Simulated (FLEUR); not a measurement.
**free Ni(111) film, 3 layers: parallel and opposed starts**

Wanted: the moments of free Ni(111) film, 3 layers and the energy of each order that was tried.

Calculated with FLEUR MaX-R8.1; PBE; all-electron FLAPW film, Dirac cores, scalar-relativistic bands.

## Step 1: The structure

The cell holds 3 atoms: 3 Ni. Cell: a = 2.492 Å, b = 2.492 Å, c = 18.069 Å, α = 90.0°, β = 90.0°, γ = 120.0°. Layers at typed spacings, unrelaxed. Vacuum lies along c.

Structure file:

```
Ni
1.0
     2.49170    0.00000    0.00000
    -1.24585    2.15788    0.00000
     0.00000    0.00000   18.06900
Ni
3
Direct
  0.00000 0.00000 0.38740
  0.66667 0.33333 0.50000
  0.33333 0.66667 0.61260
```

## Step 2: Order 1, typed as ferro +++

The parallel start comes first: it shows whether parallel moments hold.

inpgen writes inp.xml from crystal.txt; cutoffs, mixing, functional, smearing and local orbitals are then set in the file. The k list default-1 (kpts.xml, not shown) is a Γ-centred 12×12×1 mesh; where the ranks do not divide the number of points, some are split in two of half the weight.

The input, inp.xml:

```
<?xml version="1.0" encoding="UTF-8" standalone="no"?>
<fleurInput fleurInputVersion="0.39">
   <comment>
      Ni
   </comment>
   <calculationSetup>
      <cutoffs Kmax="3.66" Gmax="11.0" GmaxXC="11.0" numbands="0"/>
      <scfLoop itmax="120" minDistance="0.00002" maxIterBroyd="15" imix="Anderson" alpha="0.03" precondParam="0.0" spinf="2.0" sdNocoIR="T"/>
      <coreElectrons ctail="T" frcor="F" kcrel="1" coretail_lmax="0"/>
      <xcFunctional name="pbe" relativisticCorrections="F"/>
      <magnetism jspins="2"/>
      <soc l_soc="F" theta="0.0" phi="0.0" spav="F"/>
      <expertModes spex="0" secvar="F"/>
      <geometryOptimization l_f="F" forcealpha="1.0" forcemix="BFGS" epsdisp="0.00001" epsforce="0.00001"/>
      <ldaU l_linMix="F" mixParam="0.05" spinf="1.0"/>
   </calculationSetup>
   <cell>
      <bzIntegration valenceElectrons="54.0" mode="hist" fermiSmearingEnergy="0.00183747">
         <kPointListSelection listName="default-1"/>
         <xi:include xmlns:xi="http://www.w3.org/2001/XInclude" href="kpts.xml"> </xi:include>
      </bzIntegration>
      <xi:include xmlns:xi="http://www.w3.org/2001/XInclude" href="sym.xml"> </xi:include>
      <filmLattice scale="1.0" dVac="12.97" dTilda="15.47">
         <bravaisMatrixFilm>
            <row-1>    4.7086300406703598     0.0000001262337051</row-1>
            <row-2>   -2.3543151296652853     4.0777931691130949</row-2>
         </bravaisMatrixFilm>
         <vacuumEnergyParameters vacuum="1" spinUp="-.25" spinDown="-.25"/>
      </filmLattice>
   </cell>
   <atomSpecies>
      <species name="Nickel (Ni1.000" element="Ni" atomicNumber="28">
         <mtSphere radius="2.24" gridPoints="741" logIncrement="0.016"/>
         <atomicCutoffs lmax="8" lnonsphr="6"/>
         <electronConfig flipSpins="F">
            <coreConfig>(1s1/2) (2s1/2) (2p1/2) (2p3/2)</coreConfig>
            <valenceConfig>(3s1/2) (3p1/2) (3p3/2) (4s1/2) (3d3/2) (3d5/2)</valenceConfig>
            <stateOccupation state="(3d3/2)" spinUp="1.6" spinDown="1.6"/>
            <stateOccupation state="(3d5/2)" spinUp="2.9" spinDown="1.9"/>
         </electronConfig>
         <energyParameters s="4" p="4" d="3" f="4"/>
         <lo type="SCLO" l="0" n="3" eDeriv="0"/>
         <lo type="SCLO" l="1" n="3" eDeriv="0"/>
      </species>
   </atomSpecies>
   <atomGroups>
      <atomGroup species="Nickel (Ni1.000">
         <filmPos label="                   1">-1.000/6.000 1.000/6.000 -3.8446423657</filmPos>
         <filmPos label="                   3">1.000/6.000 -1.000/6.000 3.8446423657</filmPos>
         <force calculate="T" relaxXYZ="TTT"/>
      </atomGroup>
      <atomGroup species="Nickel (Ni1.000">
         <filmPos label="                   2">1.000/2.000 1.000/2.000 .0000000000</filmPos>
         <force calculate="T" relaxXYZ="TTT"/>
      </atomGroup>
   </atomGroups>
   <output dos="F" band="F" slice="F">
      <bandDOS minEnergy="-.5*Htr" maxEnergy="0.5*Htr" sigma="0.015" storeEVData="T"/>
      <plotting iplot="0" polar="F">
         <plot TwoD="T" vec1="  1.0  0.0  0.0" vec2="  0.0  1.0  0.0" vec3="  0.0  0.0  1.0" zero="  0.0  0.0 -0.5" file="plot"/>
      </plotting>
      <moessbauerParams electricFieldGradient="F" isomerShift="T" coreHyperfine="T" valenceHyperfine="T"/>
   </output>
</fleurInput>
```

The input, crystal.txt:

```
Ni
&input film=T cartesian=F /
2.49169971213  0.00000006680  0.00000000000
-1.24584991392  2.15787521590  0.00000000000
0.00000000000  0.00000000000  1.00000000000
1.8897261246
1.0 1.0 1.0

3
28 0.00000000000  0.00000000000  -3.84464236570 : 1.000
28 0.66666666667  0.33333333333  0.00000000000 : 1.000
28 0.33333333333  0.66666666667  3.84464236570 : 1.000

&kpt div1=12 div2=12 div3=1 gamma=T /
```

Command:

```
> OMP_NUM_THREADS=1 inpgen -f crystal.txt > inpgen.log  # inp.xml is then edited as shown
> OMP_NUM_THREADS=1 mpirun -n 4 fleur_MPI > fleur.log
```

Log:

```text
Welcome to FLEUR        (www.flapw.de)
      MaX-Release 8.1          (www.max-centre.eu)

 ========== k-point set info ==========
 Selected k-point list: default-1
 k-point list type: mesh
 0 x 0 x 0
 Number of k points: 20

 ------------Calculation Setup---------------------------
 Number of MPI-tasks      :            4
 Number of PE/node        :            4
 Number of OMP-threads    :            1
 k-points in parallel     :            4
 pe's per k-point         :            1
 No of k-point loops      :            5
 Eigenvalue solver        :       lapack
 Number of basis functions:          273
 Approximate size of matrices (H+S) per k-point:         0.001 GB
 --------------------------------------------------------
 [... lines of the core solver left out ...]
 Iteration:     1   Distance:      24.34028690 me/bohr^3
 [... lines of the core solver left out ...]
 Iteration:     2   Distance:      15.18787939 me/bohr^3
 [... lines of the core solver left out ...]
 Iteration:     3   Distance:      16.29176088 me/bohr^3
 [... lines of the core solver left out ...]
 Iteration:     4   Distance:      15.68015828 me/bohr^3
 [... lines of the core solver left out ...]
 Iteration:     5   Distance:       8.65460157 me/bohr^3
 [... lines of the core solver left out ...]
 Iteration:     6   Distance:      14.36517092 me/bohr^3
 [... lines of the core solver left out ...]
 Iteration:     7   Distance:       6.00712191 me/bohr^3
 [... lines of the core solver left out ...]
[... rest left out ...]

--- out.xml (last complete iteration) ---
<iteration numberForCurrentRun="   38" overallNumber="   38">
         <energyParameters units="Htr">
            <atomicEP atomType="1" spin="1" branch="4s" branchLowest="-3.98" branchHighest="1.28" value="-0.3047669739"/>
            <atomicEP atomType="1" spin="1" branch="4p" branchLowest="-2.52" branchHighest="1.90" value="-0.1605158306"/>
            <atomicEP atomType="1" spin="1" branch="3d" branchLowest="-9.99" branchHighest="-0.15" value="-0.2545059130"/>
            <atomicEP atomType="1" spin="1" branch="4f" branchLowest="-9.99" branchHighest="3.25" value="0.1619028764"/>
            <loAtomicEP atomType="1" spin="1" branch="3s" branchLowest="-35.97" branchHighest="-3.98" value="-3.9864458777"/>
            <loAtomicEP atomType="1" spin="1" branch="3p" branchLowest="-30.92" branchHighest="-2.52" value="-2.5312453867"/>
            <atomicEP atomType="2" spin="1" branch="4s" branchLowest="-3.99" branchHighest="1.27" value="-0.3272922846"/>
            <atomicEP atomType="2" spin="1" branch="4p" branchLowest="-2.53" branchHighest="1.89" value="-0.1849710711"/>
            <atomicEP atomType="2" spin="1" branch="3d" branchLowest="-9.99" branchHighest="-0.16" value="-0.2673066765"/>
            <atomicEP atomType="2" spin="1" branch="4f" branchLowest="-9.99" branchHighest="3.24" value="0.1362583188"/>
            <loAtomicEP atomType="2" spin="1" branch="3s" branchLowest="-35.98" branchHighest="-3.99" value="-3.9983297865"/>
            <loAtomicEP atomType="2" spin="1" branch="3p" branchLowest="-30.94" branchHighest="-2.53" value="-2.5429037126"/>
            <vacuumEP vacuum="1" spin="1" vzIR="-0.2592316163" vzInf="0.0000000000" value="-0.2500000000"/>
            <atomicEP atomType="1" spin="2" branch="4s" branchLowest="-3.95" branchHighest="1.30" value="-0.3076103177"/>
            <atomicEP atomType="1" spin="2" branch="4p" branchLowest="-2.48" branchHighest="1.91" value="-0.1656180434"/>
            <atomicEP atomType="1" spin="2" branch="3d" branchLowest="-9.99" branchHighest="-0.11" value="-0.2292443562"/>
            <atomicEP atomType="1" spin="2" branch="4f" branchLowest="-9.99" branchHighest="3.27" value="0.1553020376"/>
            <loAtomicEP atomType="1" spin="2" branch="3s" branchLowest="-35.95" branchHighest="-3.95" value="-3.9526901747"/>
            <loAtomicEP atomType="1" spin="2" branch="3p" branchLowest="-30.91" branchHighest="-2.48" value="-2.4983667665"/>
            <atomicEP atomType="2" spin="2" branch="4s" branchLowest="-3.96" branchHighest="1.29" value="-0.3332486361"/>
            <atomicEP atomType="2" spin="2" branch="4p" branchLowest="-2.49" branchHighest="1.91" value="-0.1936069644"/>
            <atomicEP atomType="2" spin="2" branch="3d" branchLowest="-9.99" branchHighest="-0.12" value="-0.2409068602"/>
            <atomicEP atomType="2" spin="2" branch="4f" branchLowest="-9.99" branchHighest="3.26" value="0.1258397430"/>
            <loAtomicEP atomType="2" spin="2" branch="3s" branchLowest="-35.96" branchHighest="-3.96" value="-3.9617193966"/>
            <loAtomicEP atomType="2" spin="2" branch="3p" branchLowest="-30.92" branchHighest="-2.49" value="-2.5072747242"/>
            <vacuumEP vacuum="1" spin="2" vzIR="-0.2599044007" vzInf="0.0000000000" value="-0.2500000000"/>
         </energyParameters>
         <bandgap value="0.0000000000" units="eV"/>
         <sumValenceSingleParticleEnergies value="-76.9721356641" units="Htr"/>
         <FermiEnergy value="-0.1832473594" units="Htr"/>
         <valenceDensity>
            <mtCharges spin="1">
               <mtCharge atomType="1" total="8.8127951" s="1.2029114" p="3.1327544" d="4.4660437" f="0.0084045"/>
               <mtCharge atomType="2" total="8.8823331" s="1.2010551" p="3.1739887" d="4.4920481" f="0.0116678"/>
            </mtCharges>
            <mtCharges spin="2">
               <mtCharge atomType="1" total="8.0688238" s="1.2035602" p="3.1479155" d="3.7059488" f="0.0087665"/>
               <mtCharge atomType="2" total="8.0890892" s="1.2042457" p="3.1910584" d="3.6775485" f="0.0127044"/>
            </mtCharges>
            <spinDependentCharge spin="1" total="28.0918015" interstitial="1.4921323" mtSpheres="26.5079232" vacuum1="0.0458730"/>
            <spinDependentCharge spin="2" total="25.9081987" interstitial="1.5861888" mtSpheres="24.2267368" vacuum1="0.0476365"/>
            <totalCharge value="54.0000002425"/>
         </valenceDensity>
         <allElectronCharges>
            <spinDependentCharge spin="1" total="43.0918070" interstitial="1.4921323" mtSpheres="41.5079287" vacuum1="0.0458730"/>
            <spinDependentCharge spin="2" total="40.9081933" interstitial="1.5861888" mtSpheres="39.2267314" vacuum1="0.0476365"/>
            <totalCharge value="84.0000002436"/>
         </allElectronCharges>
         <magneticMomentsInMTSpheres units="muBohr">
            <globalMagMoment atomType="1" vec="0.00000   0.00000   0.74397"/>
            <localMagMoment atomType="1" vec="0.00000   0.00000   0.74397"/>
            <globalMagMoment atomType="2" vec="0.00000   0.00000   0.79325"/>
            <localMagMoment atomType="2" vec="0.00000   0.00000   0.79325"/>
         </magneticMomentsInMTSpheres>
         <moessbauerParams unitsHFF="kG" unitsIS="e/bohr^3" unitsEFG="Htr/bohr^2">
            <coreHyperfineField atomType="1" hffTotal="-230.45383" isTotal="19433.96792">
               <shell n="1" l="0" hff="-2.75426" isomerShift="17717.06688"/>
               <shell n="2" l="0" hff="-228.48536" isomerShift="1705.83805"/>
               <shell n="2" l="1" hff="0.78579" isomerShift="11.06299"/>
            </coreHyperfineField>
            <coreHyperfineField atomType="2" hffTotal="-251.06507" isTotal="19433.89084">
               <shell n="1" l="0" hff="-3.13617" isomerShift="17717.02523"/>
               <shell n="2" l="0" hff="-248.78459" isomerShift="1705.80315"/>
               <shell n="2" l="1" hff="0.85569" isomerShift="11.06246"/>
            </coreHyperfineField>
            <isomerShift atomType="1" nucleusRadius="0.0000918" averageDensity="19691.64527"/>
            <isomerShift atomType="2" nucleusRadius="0.0000918" averageDensity="19691.50312"/>
         </moessbauerParams>
         <totalEnergy value="    -4562.4440351733" units="Htr">
            <sumOfEigenvalues value="    -2659.1743173096">
               <coreElectrons value="-2582.2021816455"/>
               <valenceElectrons value="-76.9721356641"/>
            </sumOfEigenvalues>
            <densityCoulombPotentialIntegral value="-7046.4959433265"/>
            <densityEffectivePotentialIntegral value="-7294.2454654373"/>
            <chargeDenXCDenIntegral value="-190.7182848774"/>
            <FockExchangeEnergyValence value="0.0000000000"/>
            <FockExchangeEnergyCore value="0.0000000000"/>
            <atomTypeDependentContributions atomType="1">
               <electronNucleiInteractionDifferentMTs value="3647.0666238103"/>
               <MadelungTerm value="-8.7111791557"/>
            </atomTypeDependentContributions>
            <atomTypeDependentContributions atomType="2">
               <electronNucleiInteractionDifferentMTs value="1824.1258204450"/>
               <MadelungTerm value="-3.6453033493"/>
            </atomTypeDependentContributions>
            <tkbTimesEntropy value="0.0016565001"/>
            <freeEnergy value="-4562.4456916734"/>
            <extrapolationTo0K value="-4562.4448634234"/>
         </totalEnergy>
         <densityConvergence units="me/bohr^3">
            <chargeDensity spin="1" distance="0.0000040816"/>
            <chargeDensity spin="2" distance="0.0000060479"/>
            <overallChargeDensity distance="0.0000070193"/>
            <spinDensity distance="0.0000075633"/>
         </densityConvergence>
      </iteration>
```

Run time: 33 s. Hardware: 4 MPI ranks of Arm Neoverse V1, shared host; peak memory 0.25 GiB; 2.2 min of CPU time.

Spin moment in the muffin-tin sphere by atom:

```csv
atom,spin moment in the muffin-tin sphere (μB)
Ni1,0.744
Ni2,0.793
Ni3,0.744
```

This step gave:

```
free energy                                                       : -124150.4719 eV
program's band gap on this mesh (in a metal only a level spacing) : 0 eV
magnetization                                                     : 2.184 μB
final state                                                       : ferromagnetic
```

After 38 cycles the largest moment stands at 0.793 μB.

## Step 3: Start 2: ferri +-+

Reversing part of the moments tests the sign of the couplings between them.

inp.xml: that of step 2 with these lines changed.

```diff
@@ -44,2 +44,15 @@
       </species>
+      <species name="Nickel (Ni-1.000" element="Ni" atomicNumber="28">
+         <mtSphere radius="2.24" gridPoints="741" logIncrement="0.016"/>
+         <atomicCutoffs lmax="8" lnonsphr="6"/>
+         <electronConfig flipSpins="F">
+            <coreConfig>(1s1/2) (2s1/2) (2p1/2) (2p3/2)</coreConfig>
+            <valenceConfig>(3s1/2) (3p1/2) (3p3/2) (4s1/2) (3d3/2) (3d5/2)</valenceConfig>
+            <stateOccupation state="(3d3/2)" spinUp="1.6" spinDown="1.6"/>
+            <stateOccupation state="(3d5/2)" spinUp="1.9" spinDown="2.9"/>
+         </electronConfig>
+         <energyParameters s="4" p="4" d="3" f="4"/>
+         <lo type="SCLO" l="0" n="3" eDeriv="0"/>
+         <lo type="SCLO" l="1" n="3" eDeriv="0"/>
+      </species>
    </atomSpecies>
@@ -51,3 +64,3 @@
       </atomGroup>
-      <atomGroup species="Nickel (Ni1.000">
+      <atomGroup species="Nickel (Ni-1.000">
          <filmPos label="                   2">1.000/2.000 1.000/2.000 .0000000000</filmPos>
```

crystal.txt: that of step 2 with these lines changed.

```diff
@@ -10,3 +10,3 @@
 28 0.00000000000  0.00000000000  -3.84464236570 : 1.000
-28 0.66666666667  0.33333333333  0.00000000000 : 1.000
+28 0.66666666667  0.33333333333  0.00000000000 : -1.000
 28 0.33333333333  0.66666666667  3.84464236570 : 1.000
```

Log:

```text
[banner, memory and clock lines left out]
Welcome to FLEUR        (www.flapw.de)
      MaX-Release 8.1          (www.max-centre.eu)

 ========== k-point set info ==========
 Selected k-point list: default-1
 k-point list type: mesh
 0 x 0 x 0
 Number of k points: 20

 ------------Calculation Setup---------------------------
 Number of PE/node        :            4
 Number of OMP-threads    :            1
 k-points in parallel     :            4
 pe's per k-point         :            1
 No of k-point loops      :            5
 Eigenvalue solver        :       lapack
 Number of basis functions:          273
 Approximate size of matrices (H+S) per k-point:         0.001 GB
 [... lines of the core solver left out ...]
 Iteration:     1   Distance:      25.13715320 me/bohr^3
 [... lines of the core solver left out ...]
 Iteration:     2   Distance:      16.84280203 me/bohr^3
 [... lines of the core solver left out ...]
 Iteration:     3   Distance:      19.21920979 me/bohr^3
 [... lines of the core solver left out ...]
 Iteration:     4   Distance:      24.28143397 me/bohr^3
 [... lines of the core solver left out ...]
 Iteration:     5   Distance:      19.03494079 me/bohr^3
 [... lines of the core solver left out ...]
 Iteration:     6   Distance:      18.64607230 me/bohr^3
 [... lines of the core solver left out ...]
 Iteration:     7   Distance:      13.12169153 me/bohr^3
 [... lines of the core solver left out ...]
[... rest left out ...]

--- out.xml (last complete iteration) ---
<iteration numberForCurrentRun="   50" overallNumber="   50">
         [... left out ...]
         <bandgap value="0.0000000000" units="eV"/>
         <sumValenceSingleParticleEnergies value="-76.9721318694" units="Htr"/>
         <FermiEnergy value="-0.1832472930" units="Htr"/>
         <valenceDensity>
            <mtCharges spin="1">
               <mtCharge atomType="1" total="8.8127950" s="1.2029114" p="3.1327544" d="4.4660436" f="0.0084045"/>
               <mtCharge atomType="2" total="8.8823331" s="1.2010551" p="3.1739887" d="4.4920481" f="0.0116678"/>
            </mtCharges>
            <mtCharges spin="2">
               <mtCharge atomType="1" total="8.0688238" s="1.2035602" p="3.1479155" d="3.7059488" f="0.0087665"/>
               <mtCharge atomType="2" total="8.0890892" s="1.2042457" p="3.1910584" d="3.6775484" f="0.0127044"/>
            </mtCharges>
            <spinDependentCharge spin="1" total="28.0918015" interstitial="1.4921324" mtSpheres="26.5079231" vacuum1="0.0458730"/>
            <spinDependentCharge spin="2" total="25.9081988" interstitial="1.5861889" mtSpheres="24.2267368" vacuum1="0.0476366"/>
            <totalCharge value="54.0000002425"/>
         </valenceDensity>
         [... left out ...]
         <magneticMomentsInMTSpheres units="muBohr">
            <globalMagMoment atomType="1" vec="0.00000   0.00000   0.74397"/>
            <localMagMoment atomType="1" vec="0.00000   0.00000   0.74397"/>
            <globalMagMoment atomType="2" vec="0.00000   0.00000   0.79325"/>
            <localMagMoment atomType="2" vec="0.00000   0.00000   0.79325"/>
         </magneticMomentsInMTSpheres>
         [... left out ...]
         <totalEnergy value="    -4562.4440351712" units="Htr">
            <sumOfEigenvalues value="    -2659.1743119802">
               <coreElectrons value="-2582.2021801109"/>
               <valenceElectrons value="-76.9721318694"/>
            </sumOfEigenvalues>
            <densityCoulombPotentialIntegral value="-7046.4959360196"/>
            <densityEffectivePotentialIntegral value="-7294.2454581294"/>
            <chargeDenXCDenIntegral value="-190.7182848789"/>
            <FockExchangeEnergyValence value="0.0000000000"/>
            <FockExchangeEnergyCore value="0.0000000000"/>
         [... left out ...]
            <tkbTimesEntropy value="0.0016565004"/>
            <freeEnergy value="-4562.4456916716"/>
            <extrapolationTo0K value="-4562.4448634214"/>
         </totalEnergy>
         <densityConvergence units="me/bohr^3">
            <chargeDensity spin="1" distance="0.0000026516"/>
            <chargeDensity spin="2" distance="0.0000073823"/>
            <overallChargeDensity distance="0.0000062837"/>
            <spinDensity distance="0.0000091419"/>
         </densityConvergence>
      </iteration>
```

Wall time 43 s (4 MPI ranks); peak memory 0.26 GiB.

Spin moment in the muffin-tin sphere by atom:

```csv
atom,spin moment in the muffin-tin sphere (μB)
Ni1,0.744
Ni2,0.793
Ni3,0.744
```

This step gave:

```yaml
free_energy: -124150.4719 eV
program_s_band_gap_on_this_mesh_in_a_metal_only_a_level_spacing: 0 eV
magnetization: 2.184 μB
final_state: ferromagnetic
```

The typed pattern was not kept: a seeded moment turned or collapsed.

It lies level with the first start, and its largest moment is 0.793 μB against 0.793 μB.

[end of part 1 of 2]

[Logs and program files are shortened in this print: banners, set-up blocks, solver, clock and traceback lines can be left out without a mark of their own.]

[Logs are printed without paths, hosts, clocks, repeated set-up lines and the standing remarks that a program may print on its own settings, such as how far it seeks lower states.]

[Hosts, paths, dates, database ids (printed as entryN), source tags and the programs' standing remarks are cut or masked in the printed files.]

[Where a cell is said to come from a database of computed structures, the database is the Materials Project.]
